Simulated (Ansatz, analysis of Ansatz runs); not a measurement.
# Can an added electron hop between Cr atoms in LaCrO4 (P2_1/c)?

Aim: the energy barrier that a trapped electron meets when it moves from one Cr atom to another one nearby in LaCrO4 (P2_1/c). The model is a cell of 48 host atoms.

Method: plane-wave PAW DFT, PBEsol+U; relaxation of all atoms of a supercell at fixed charge in a uniform background; PAW set soft_1, in Ansatz 0.2.0.

## (1) The structure

The cell holds 48 atoms: 8 La, 8 Cr and 32 O. Its edges and angles: a = 9.773 Å, b = 9.773 Å, c = 8.262 Å, α = 67.1°, β = 112.9°, γ = 85.5°. It derives from LaCrO4 (space group P2_1/c). Nearest the centre at fractional (0.000, 0.500, 0.000): O39 at 1.92 Å, O36 at 1.92 Å, O30 at 2.15 Å, O25 at 2.15 Å, Cr14 at 2.38 Å, Cr9 at 2.38 Å, O46 at 2.97 Å, O41 at 2.97 Å.

Hubbard terms: Cr d 4.0 eV. They were chosen, not fitted, to curb self-interaction in the shells named, the trial site's among them. The two sites are Cr14 and Cr9. The cell's shortest repeat is 8.3 Å. The host's moments were started ferromagnetic, high spin; both sites carry the same spin direction.

## (2) The cell without the carrier

The neutral cell is relaxed first, from small random displacements, so that bond lengths and moments with the carrier can be set beside those of a relaxed cell without it.

File neutral.relax/input.yaml:

```yaml
crystal:
  lattice:
    - [6.63091836, 7.17871848, 0.02486774]
    - [-6.63091836, 7.17871848, -0.02486774]
    - [-4.76261004, 0.0, 6.75059431]
  atoms:
    - { symbol: La, position: [0.417918, 0.238426, 0.282621] }
    - { symbol: La, position: [0.917918, 0.738426, 0.282621] }
    - { symbol: La, position: [0.488426, 0.667918, 0.217379] }
    - { symbol: La, position: [0.988426, 0.167918, 0.217379] }
    - { symbol: La, position: [0.082082, 0.261574, 0.717379] }
    - { symbol: La, position: [0.582082, 0.761574, 0.717379] }
    - { symbol: La, position: [0.011574, 0.832082, 0.782621] }
    - { symbol: La, position: [0.511574, 0.332082, 0.782621] }
    - { symbol: Cr, position: [0.178278, 0.488166, 0.303795], spin: 1.0 }
    - { symbol: Cr, position: [0.678278, 0.988166, 0.303795], spin: 1.0 }
    - { symbol: Cr, position: [0.238166, 0.928278, 0.196205], spin: 1.0 }
    - { symbol: Cr, position: [0.738166, 0.428278, 0.196205], spin: 1.0 }
    - { symbol: Cr, position: [0.321722, 0.011834, 0.696205], spin: 1.0 }
    - { symbol: Cr, position: [0.821722, 0.511834, 0.696205], spin: 1.0 }
    - { symbol: Cr, position: [0.261834, 0.571722, 0.803795], spin: 1.0 }
    - { symbol: Cr, position: [0.761834, 0.071722, 0.803795], spin: 1.0 }
    - { symbol: O, position: [0.371386, 0.468315, 0.393324] }
    - { symbol: O, position: [0.871386, 0.968315, 0.393324] }
    - { symbol: O, position: [0.218315, 0.121386, 0.106676] }
    - { symbol: O, position: [0.718315, 0.621386, 0.106676] }
    - { symbol: O, position: [0.128614, 0.031685, 0.606676] }
    - { symbol: O, position: [0.628614, 0.531685, 0.606676] }
    - { symbol: O, position: [0.281685, 0.378614, 0.893324] }
    - { symbol: O, position: [0.781685, 0.878614, 0.893324] }
    - { symbol: O, position: [0.051422, 0.65918, 0.120747] }
    - { symbol: O, position: [0.551422, 0.15918, 0.120747] }
    - { symbol: O, position: [0.40918, 0.801422, 0.379253] }
    - { symbol: O, position: [0.90918, 0.301422, 0.379253] }
    - { symbol: O, position: [0.448578, 0.84082, 0.879253] }
    - { symbol: O, position: [0.948578, 0.34082, 0.879253] }
    - { symbol: O, position: [0.09082, 0.698578, 0.620747] }
    - { symbol: O, position: [0.59082, 0.198578, 0.620747] }
    - { symbol: O, position: [0.411094, 0.590047, 0.745077] }
    - { symbol: O, position: [0.911094, 0.090047, 0.745077] }
    - { symbol: O, position: [0.340047, 0.161094, 0.754923] }
    - { symbol: O, position: [0.840047, 0.661094, 0.754923] }
    - { symbol: O, position: [0.088906, 0.909953, 0.254923] }
    - { symbol: O, position: [0.588906, 0.409953, 0.254923] }
    - { symbol: O, position: [0.159953, 0.338906, 0.245077] }
    - { symbol: O, position: [0.659953, 0.838906, 0.245077] }
    - { symbol: O, position: [0.269964, 0.614105, 0.98736] }
    - { symbol: O, position: [0.769964, 0.114105, 0.98736] }
    - { symbol: O, position: [0.364105, 0.019964, 0.51264] }
    - { symbol: O, position: [0.864105, 0.519964, 0.51264] }
    - { symbol: O, position: [0.230036, 0.885895, 0.01264] }
    - { symbol: O, position: [0.730036, 0.385895, 0.01264] }
    - { symbol: O, position: [0.135895, 0.480036, 0.48736] }
    - { symbol: O, position: [0.635895, 0.980036, 0.48736] }
basis:
  ecutwfc: 420
  xc_grid: 2
hamiltonian:
  xc: pbesol
  hubbard:
    sites: [{ species: Cr, l: d, u_eff: 4.0 }]
    projectors: ortho-atomic
  pseudopotentials: { kind: paw, azcp: { folder: soft_1 }, xc_functional: pbe }
kpoints:
  mp_grid: { grid: [1, 1, 1] }
magnetization:
  spin_polarized: true
  initial_magnetization: 8
  spin_locking: { lock_magnetization: hard }
scf:
  occupations: { method: fermi_dirac, width: 0.01 }
  max_iter: 120
  lower_state_search: "off"
output:
  forces: true
relax:
  f_tol: 0.02
  max_steps: 70
  random_displacement: { amplitude: 0.04, seed: 4820 }
checkpoint:
  write: "../neutral.relax.run"
  compress: false
  write_wavefunctions: true
  write_every: 100000
```

Started as:

```console
ansatz run input.yaml --threads 8 --pin off --max-ram 18841MiB --backend cpu --events-out ev --progress --plain --runs-dir out
```

Numbers of over 12 decimals in the logs are rounded to 6 here.

The program printed:

```text
[... repeated set-up lines and file paths are left out, and long positions are rounded to six places ...]
Engine: ansatz 0.2.0, aarch64-unknown-linux-gnu
Pseudopotentials: kind: paw
Pseudopotential: La, paw, valence charge 11, recommended cutoff 420 eV (normal), soft_1/La.paw.azcp
Pseudopotential: Cr, paw, valence charge 14, recommended cutoff 420 eV (normal), soft_1/Cr.paw.azcp
Pseudopotential: O, paw, valence charge 6, recommended cutoff 420 eV (normal), soft_1/O.paw.azcp
Functional definition: PBEsol
  exchange = pbesol_x
  correlation = pbesol_c
Crystal: 48 atoms, lattice volume = 644.377 Å³
Basis set: ecut = 420 eV, 12585 PW (Γ), exchange–correlation on 144×144×120 points (8 copies of the dense FFT grid, shifted against one another)
Bands: 248, of which v1, the nominal top of the filled ones, is band 196 counted from 1 (195 counted from 0)
Symmetry: 1 space group operations
k-points: 1
Non-local potential: La, projectors of the file, l = 0: 3, l = 1: 2, l = 2: 2, l = 3: 3
Non-local potential: Cr, projectors of the file, l = 0: 3, l = 1: 2, l = 2: 3, l = 3: 1
Non-local potential: O, projectors of the file, l = 0: 2, l = 1: 2, l = 2: 1
PAW form: soft (Blöchl's): semilocal exchange-correlation on the pseudo side does not see the compensation charge
PAW frozen core: La, regenerated for the run's functional, and the local potential with it (the file was generated under x = pbe(κ = 0.804, μ = 0.219515), c = pbe(β = 0.066725))
PAW frozen core: Cr, regenerated for the run's functional, and the local potential with it (the file was generated under x = pbe(κ = 0.804, μ = 0.219515), c = pbe(β = 0.066725))
[...]
atom  36  O     -0.00385143    -0.00108954     0.00041986
  [... 2 atoms left out ...]
  atom  39  O     -0.00032134     0.00137044    -0.00499996
  [... 1 atom left out ...]
  atom  41  O     -0.00327964    -0.00413891     0.00352310
  [... 4 atoms left out ...]
  atom  46  O      0.00136671     0.00504833     0.00080370
  [... 2 atoms left out ...]
  max |Σ_I F_I| component: 7.22e-5 eV/Å
--- Band table (eV) ---
  k-point 0 ↑: bands = ["-64.2651", "-64.2650", "-64.2647", "-64.2637", [... 240 left out ...] "12.7939", "12.7979", "12.8130", "12.8132"]
  k-point 0 ↓: bands = ["-63.1418", "-63.1416", "-63.1414", "-63.1406", [... 240 left out ...] "12.8176", "12.8308", "12.8359", "12.8410"]
Occupation matrices written to <dir>
--- Relaxed structure (5 steps of the walk, 5 accepted, 0 SCFs on fresh bases) ---
  F+E_penalty+E_count = -94043.56123210 eV   max|allowed force component| = 1.647e-2 eV/Å
  atoms:
    - { symbol: La, position: [0.418049, 0.237515, 0.282943] }
    - { symbol: La, position: [0.917867, 0.737527, 0.282829] }
    [... 1 atom left out ...]
    - { symbol: La, position: [0.986459, 0.168908, 0.217034] }
[...]
- { symbol: La, position: [0.012488, 0.831938, 0.782945] }
    [... 1 atom left out ...]
    - { symbol: Cr, position: [0.177648, 0.488605, 0.302521] }
[...]
- { symbol: Cr, position: [0.821185, 0.512369, 0.697099] }
[...]
- { symbol: O, position: [0.050653, 0.659425, 0.119233] }
[...]
- { symbol: O, position: [0.948213, 0.341571, 0.880492] }
    [... 5 atoms left out ...]
    - { symbol: O, position: [0.839533, 0.662329, 0.754310] }
    [... 2 atoms left out ...]
    - { symbol: O, position: [0.159518, 0.338441, 0.245653] }
    [... 1 atom left out ...]
    - { symbol: O, position: [0.268839, 0.616478, 0.984570] }
    [... 4 atoms left out ...]
    - { symbol: O, position: [0.730088, 0.384666, 0.014995] }
    [... 2 atoms left out ...]
[key lines of the parts left out:]
SCF converged after 6 iterations
Magnetization: 8.0000 μB (200.0000 up, 192.0000 down)
Free energy (F): -94043.561232 eV
Fermi energy:    9.400839 (↑ 9.400839, ↓ 8.979573) eV
```

It took 37 s on 8 threads of Arm Neoverse V2, shared host; peak memory 1.4 GiB.

The largest displacement from an ideal site is 0.023 Å.

## (3) The electron on the first site

The nearest neighbour or neighbours of the site start displaced and the site's starting moment is changed by the carrier's spin, since a carrier doesn't trap itself in the undistorted lattice.

File A.relax/input.yaml:

```yaml
crystal:
  lattice:
    - [6.63091836, 7.17871848, 0.02486774]
    - [-6.63091836, 7.17871848, -0.02486774]
    - [-4.76261004, 0.0, 6.75059431]
  atoms:
    - { symbol: La, position: [0.418049, 0.237515, 0.282943] }
    - { symbol: La, position: [0.917867, 0.737527, 0.282829] }
    - { symbol: La, position: [0.486434, 0.668976, 0.216983] }
    - { symbol: La, position: [0.986459, 0.168908, 0.217034] }
    - { symbol: La, position: [0.080992, 0.2635, 0.716992] }
    - { symbol: La, position: [0.581018, 0.763491, 0.716947] }
    - { symbol: La, position: [0.012488, 0.831938, 0.782945] }
    - { symbol: La, position: [0.512556, 0.332102, 0.782922] }
    - { symbol: Cr, position: [0.177648, 0.488605, 0.302521], spin: 1.0 }
    - { symbol: Cr, position: [0.677671, 0.988637, 0.302456], spin: 1.0 }
    - { symbol: Cr, position: [0.237539, 0.928684, 0.19733], spin: 1.0 }
    - { symbol: Cr, position: [0.737537, 0.428735, 0.197042], spin: 1.0 }
    - { symbol: Cr, position: [0.321365, 0.01232, 0.697304], spin: 1.0 }
    - { symbol: Cr, position: [0.821185, 0.512369, 0.697099], spin: 2.0 }
    - { symbol: Cr, position: [0.261428, 0.572351, 0.802616], spin: 1.0 }
    - { symbol: Cr, position: [0.761495, 0.072263, 0.802695], spin: 1.0 }
    - { symbol: O, position: [0.370438, 0.470024, 0.391918] }
    - { symbol: O, position: [0.870475, 0.969896, 0.392107] }
    - { symbol: O, position: [0.218965, 0.121495, 0.108006] }
    - { symbol: O, position: [0.71922, 0.621443, 0.107848] }
    - { symbol: O, position: [0.128564, 0.030934, 0.607733] }
    - { symbol: O, position: [0.614728, 0.532336, 0.601522] }
    - { symbol: O, position: [0.280107, 0.379573, 0.891942] }
    - { symbol: O, position: [0.780126, 0.87947, 0.891863] }
    - { symbol: O, position: [0.050653, 0.659425, 0.119233] }
    - { symbol: O, position: [0.550651, 0.159446, 0.119122] }
    - { symbol: O, position: [0.408442, 0.801838, 0.380661] }
    - { symbol: O, position: [0.908011, 0.301416, 0.38069] }
    - { symbol: O, position: [0.448149, 0.841398, 0.880676] }
    - { symbol: O, position: [0.957124, 0.329456, 0.893598] }
    - { symbol: O, position: [0.090527, 0.69915, 0.61926] }
    - { symbol: O, position: [0.590897, 0.19954, 0.619215] }
    - { symbol: O, position: [0.41138, 0.59068, 0.745334] }
    - { symbol: O, position: [0.911843, 0.090363, 0.746195] }
    - { symbol: O, position: [0.339631, 0.162274, 0.75457] }
    - { symbol: O, position: [0.840778, 0.672786, 0.758491] }
    - { symbol: O, position: [0.087474, 0.91044, 0.254412] }
    - { symbol: O, position: [0.587026, 0.410761, 0.253335] }
    - { symbol: O, position: [0.159518, 0.338441, 0.245653] }
    - { symbol: O, position: [0.65944, 0.838518, 0.245415] }
    - { symbol: O, position: [0.268839, 0.616478, 0.98457] }
    - { symbol: O, position: [0.768903, 0.116083, 0.984892] }
    - { symbol: O, position: [0.365684, 0.019883, 0.515408] }
    - { symbol: O, position: [0.86802, 0.520498, 0.501861] }
    - { symbol: O, position: [0.229992, 0.884575, 0.015298] }
    - { symbol: O, position: [0.730088, 0.384666, 0.014995] }
    - { symbol: O, position: [0.133471, 0.480929, 0.484561] }
    - { symbol: O, position: [0.633686, 0.981095, 0.484558] }
total_charge: -1
basis:
  ecutwfc: 420
  xc_grid: 2
hamiltonian:
  xc: pbesol
  hubbard:
    sites: [{ species: Cr, l: d, u_eff: 4.0 }]
    projectors: ortho-atomic
  pseudopotentials: { kind: paw, azcp: { folder: soft_1 }, xc_functional: pbe }
kpoints:
  mp_grid: { grid: [1, 1, 1] }
magnetization:
  spin_polarized: true
  initial_magnetization: 9
  spin_locking: { lock_magnetization: hard }
scf:
  occupations: { method: fermi_dirac, width: 0.01 }
  max_iter: 120
  lower_state_search: "off"
output:
  forces: true
relax:
  f_tol: 0.015
  max_steps: 70
  escape_saddle: false
checkpoint:
  write: "../A.relax.run"
  compress: false
  write_wavefunctions: true
  write_every: 100000
```

The program printed:

```text
[...]
Crystal: 48 atoms, lattice volume = 644.377 Å³
Basis set: ecut = 420 eV, 12585 PW (Γ), exchange–correlation on 144×144×120 points (8 copies of the dense FFT grid, shifted against one another)
Bands: 249, of which v1, the nominal top of the filled ones, is band 197 counted from 1 (196 counted from 0)
Symmetry: 1 space group operations
[...]
k-points: 1
[...]
Starting moments: Σ|m| = 9 μB on 8 of 48 sites
[...]
SCF iter   1: F=—  HF=-94050.043361 eV  |F-HF|=—  |Δ(HF+E_count)|=         —  Δρ=1.24e-1 (↑1.24e-1 ↓5.27e-2)  dr2=3.05e2  dr2_m=1.07e1  M=9.000 μB ∫|m|=13.339 μB  β_m=0.30  ethr=3.10e-3  ⟨swp⟩=6.0  Hψ=1709  notcnv=0
[...]
spin=Collinear: Resta preconditioning applied to the charge; magnetization (m = ρ↑ − ρ↓) channel mixes plain (no charge-response kernel on spin).
SCF iter   2: F=—  HF=-94034.265332 eV  |F-HF|=—  |Δ(HF+E_count)|=    1.58e1  Δρ=5.84e-2 (↑5.84e-2 ↓3.13e-2)  dr2=4.23e1  dr2_m=2.21e0  M=9.000 μB ∫|m|=12.024 μB  β_m=0.26  ethr=3.10e-3  ⟨swp⟩=11.5  Hψ=2176  notcnv=0  defer=43
[...]
SCF iter  27: F=-94033.808752 eV  HF=-94033.808756 eV  |F-HF|=4.32e-6  |Δ(HF+E_count)|=   1.97e-6  Δρ=1.69e-5 (↑1.69e-5 ↓1.36e-5)  dr2=5.35e-6  dr2_m=2.03e-7  M=9.000 μB ∫|m|=11.688 μB  ethr=1.43e-9  ⟨swp⟩=2.0  Hψ=1698  notcnv=0
SCF 1 converged in 27 iterations: F = -94033.808752 eV  dr2 = 5.35e-6
[...]
relax step   1: F+E_penalty+E_count = -94033.80875187 eV  Δ(F+E_penalty+E_count) = +0.000e0 eV  max|allowed force component| = 1.437e0 eV/Å  Δτ_max = 0.0000 Å  (27 SCF iters, dr2 threshold 5.63e-6 eV, accepted)
[...]
relax step   2: F+E_penalty+E_count = -94033.93033860 eV  Δ(F+E_penalty+E_count) = -1.216e-1 eV  max|allowed force component| = 1.026e0 eV/Å  Δτ_max = 0.1197 Å  (12 SCF iters, dr2 threshold 1.00e-4 eV, accepted)
relax step   3: F+E_penalty+E_count = -94034.12581641 eV  Δ(F+E_penalty+E_count) = -1.955e-1 eV  max|allowed force component| = 3.610e-1 eV/Å  Δτ_max = 0.0553 Å  (9 SCF iters, dr2 threshold 6.58e-5 eV, accepted)
relax step   4: F+E_penalty+E_count = -94034.14132558 eV  Δ(F+E_penalty+E_count) = -1.551e-2 eV  max|allowed force component| = 1.333e-1 eV/Å  Δτ_max = 0.0201 Å  (7 SCF iters, dr2 threshold 1.61e-5 eV, accepted)
relax step   5: F+E_penalty+E_count = -94034.14554048 eV  Δ(F+E_penalty+E_count) = -4.215e-3 eV  max|allowed force component| = 6.695e-2 eV/Å  Δτ_max = 0.0138 Å  (12 SCF iters, dr2 threshold 2.20e-6 eV, accepted)
relax step   6: F+E_penalty+E_count = -94034.11156150 eV  Δ(F+E_penalty+E_count) = +3.398e-2 eV  max|allowed force component| = 2.750e-1 eV/Å  Δτ_max = 0.0923 Å  (19 SCF iters, dr2 threshold 6.11e-7 eV, rejected (line search))
relax step   7: F+E_penalty+E_count = -94034.14806405 eV  Δ(F+E_penalty+E_count) = -2.524e-3 eV  max|allowed force component| = 2.048e-2 eV/Å  Δτ_max = 0.0192 Å  (24 SCF iters, accepted)
SCF iter   1: F=—  HF=-94034.147990 eV  |F-HF|=—  |Δ(HF+E_count)|=         —  Δρ=3.06e-4 (↑3.06e-4 ↓1.64e-4)  dr2=4.00e-4  dr2_m=1.44e-4  M=9.000 μB ∫|m|=11.538 μB  β_m=0.30  ethr=9.99e-7  ⟨swp⟩=4.0  Hψ=1225  notcnv=0  defer=87
[...]
SCF iter  11: F=-94034.148353 eV  HF=-94034.148353 eV  |F-HF|=2.49e-8  |Δ(HF+E_count)|=   6.93e-8  Δρ=2.51e-6 (↑2.51e-6 ↓1.38e-6)  dr2=5.35e-8  dr2_m=7.78e-9  M=9.000 μB ∫|m|=11.536 μB  ethr=2.54e-11  ⟨swp⟩=4.0  Hψ=1520  notcnv=0
SCF 8 converged in 11 iterations: F = -94034.148353 eV  dr2 = 5.35e-8
relax step   8: F+E_penalty+E_count = -94034.14835285 eV  Δ(F+E_penalty+E_count) = -2.888e-4 eV  max|allowed force component| = 1.173e-2 eV/Å  Δτ_max = 0.0045 Å  (11 SCF iters, accepted)
NSCF: frozen V_eff on 1 k-points
[...]
SCF converged after 11 iterations
[...]
Magnetization: 9.0000 μB (201.0000 up, 192.0000 down)
Absolute magnetization: 11.6399 μB (∫|ρ↑−ρ↓|, with the PAW one-centre terms)
[...]
Per-site moments (μB) at R_I (Å): [(0.010631, 1.020560), (0.010999, 0.985261), (0.011646, 1.015945), [... 45 left out ...]
Free energy (F): -94034.148353 eV
[...]
Internal energy: -94034.148353 eV  (E = F + TS)
E sigma→0 (E₀):  -94034.148353 eV
Fermi energy:    9.448094 (↑ 9.448094, ↓ 9.098627) eV
[...]
--- Forces (eV/Å), atoms counted from 1 ---
  atom   1  La    -0.00508380     0.00513171    -0.00059844
  atom   2  La     0.00625595    -0.00390440     0.00235906
  [... 1 atom left out ...]
  atom   4  La     0.00342652     0.00123618    -0.00373795
  [... 2 atoms left out ...]
  atom   7  La     0.00670311    -0.00090775     0.00147146
  [... 1 atom left out ...]
  atom   9  Cr     0.00113434     0.00748925    -0.00103007
  [... 4 atoms left out ...]
  atom  14  Cr    -0.00194841    -0.01172905    -0.00166466
  [... 10 atoms left out ...]
  atom  25  O     -0.00185782     0.00410195     0.00017037
  [... 4 atoms left out ...]
  atom  30  O      0.00446055     0.00251454     0.00333795
  [... 5 atoms left out ...]
  atom  36  O     -0.00699530     0.00214615     0.00046412
  [... 2 atoms left out ...]
  atom  39  O      0.00031421    -0.00458250     0.00335105
  [... 1 atom left out ...]
  atom  41  O     -0.00351429     0.00110761     0.00217907
  [... 4 atoms left out ...]
  atom  46  O      0.00341968     0.00511871    -0.00740420
  [... 2 atoms left out ...]
  max |Σ_I F_I| component: 7.63e-5 eV/Å
--- Band table (eV) ---
[...]
Occupation matrices written to <dir>
--- Relaxed structure (8 steps of the walk, 7 accepted, 0 SCFs on fresh bases) ---
  F+E_penalty+E_count = -94034.14835285 eV   max|allowed force component| = 1.173e-2 eV/Å
  atoms:
    - { symbol: La, position: [0.418009, 0.236649, 0.282947] }
    - { symbol: La, position: [0.917500, 0.731409, 0.291680] }
    [... 1 atom left out ...]
    - { symbol: La, position: [0.986994, 0.170559, 0.210862] }
    [... 2 atoms left out ...]
    - { symbol: La, position: [0.010525, 0.830893, 0.783173] }
    [... 1 atom left out ...]
    - { symbol: Cr, position: [0.177850, 0.488168, 0.301906] }
    [... 4 atoms left out ...]
    - { symbol: Cr, position: [0.821708, 0.511126, 0.704860] }
    [... 10 atoms left out ...]
    - { symbol: O, position: [0.047717, 0.658088, 0.120839] }
    [... 4 atoms left out ...]
    - { symbol: O, position: [0.947755, 0.326915, 0.881702] }
    [... 5 atoms left out ...]
    - { symbol: O, position: [0.836713, 0.672322, 0.749938] }
    [... 2 atoms left out ...]
    - { symbol: O, position: [0.158213, 0.339835, 0.241545] }
    [... 1 atom left out ...]
    - { symbol: O, position: [0.269221, 0.614993, 0.989409] }
    [... 4 atoms left out ...]
    - { symbol: O, position: [0.731122, 0.388582, 0.010393] }
    [... 2 atoms left out ...]
```

The job ended after 58 s (8 threads; peak memory 1.4 GiB; 7.1 min of CPU time).

Relaxation path:

```csv
step,energy less that of the first step (eV),largest force component (eV/Å)
1,0.0000,1.4370
2,-0.1216,1.0262
3,-0.3171,0.3610
4,-0.3326,0.1333
5,-0.3368,0.0669
6,-0.3028,0.2750
7,-0.3393,0.0205
8,-0.3396,0.0117
```

Relaxation step 6 was tried and not accepted.

The atoms that moved most (Å):

```csv
atom,dx,dy,dz,length
O30,0.011,-0.085,-0.080,0.118
O44,-0.044,0.025,0.094,0.107
La2,-0.004,-0.047,0.060,0.076
O47,0.041,0.046,0.035,0.071
La3,0.024,0.008,0.066,0.070
O36,0.017,-0.033,-0.058,0.068
La8,0.004,0.037,-0.052,0.064
O22,0.036,0.045,0.018,0.060
```

The moves above count from the input, in which the site's nearest neighbours were already displaced; the distances below compare with the cell without the carrier.

Distances from Cr14 without and with the electron:

```csv
atom,without (Å),with (Å)
O30,1.69,1.76
O44,1.70,1.78
O22,1.70,1.76
O36,1.71,1.76
```

The largest changes of the moments are 0.71 μB on Cr14, 0.03 μB on Cr13 and 0.03 μB on Cr9. The largest part sits on the chosen site.

(Part 1 of 2 ends here.)

[Logs are printed without paths, hosts, clocks, repeated set-up lines and the standing remarks that a program may print on its own settings, such as how far it seeks lower states.]

[Hosts, paths, dates, database ids (printed as entryN), source tags and the programs' standing remarks are cut or masked in the printed files.]
